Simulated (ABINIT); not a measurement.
Computed results, one entry a study.

```json
{"subject": "Diamond (Fd-3m, 2 atoms a cell): G0W0 with ABINIT, start to end", "lattice_ang": [[-0.0, 1.7834, 1.7834], [1.7834, -0.0, 1.7834], [1.7834, 1.7834, 0.0]], "atoms": [["C", 0.0, 0.0, 0.0], ["C", 0.25, 0.25, 0.25]], "method": "RPA screening on PBE, plane waves, norm-conserving pseudopotentials (and 2 further levels or steps)", "program": "ABINIT 10.8.3", "settings": "cutoff 37 Ha, PseudoDojo scalar-relativistic 0.4.1 standard, norm-conserving, ngkpt (8, 8, 8), nband 56, ecuteps 8 Ha, inclvkb 2, shiftk (0, 0, 0), symchi 1, awtr 1, frequency ppm, 8×8×8 k-mesh", "cost": "5 runs, 50 s in all on 4 MPI ranks of Arm Neoverse V1, shared host", "notes": "The program’s warnings: nkpt*nsppol () is not a multiple of nproc spkpt (). The cell and positions come from the Crystallography Open Database and are kept as given unless a step says otherwise.", "results": {"pbe_gap": "4.19 eV, indirect", "g0w0_gap_on_the_mesh": "5.42 eV", "gw_settings": "8×8×8 mesh, 56 bands, screening to 217.7 eV, Godby-Needs plasmon pole", "known_limits": "short of the basis limit"}}
```

[Long decimals in the printed logs are rounded to 6 places.]

[Logs are printed without paths, hosts, clocks, repeated set-up lines and the standing remarks that a program may print on its own settings, such as how far it seeks lower states.]

[Paths, hosts, dates, memory and timing lines, banners, echoed tables and standing remarks are left out of the program output; an Ansatz launch command may be rebuilt from the run's recorded settings. Measured values are a selection of at most five: reports struck by readers or far from the other reports are left out. None is set beside runs whose start may be inverted or whose files or cutoffs have a known fault.]

[Runs of the session that timed out or met a known fault of the program may be left out.]

[Hosts, paths, dates, database ids (printed as entryN), source tags and the programs' standing remarks are cut or masked in the printed files.]

[G0W0 gaps are taken among the corrected bands and points alone; a level outside them can change the order at an edge.]

[Where Ansatz stands beside ABINIT at settings called matched, ABINIT's density can come from a denser mesh and the files from another edition; pairs whose starting gaps differed by over 0.03 eV were left out, so agreement reads better than it is.]
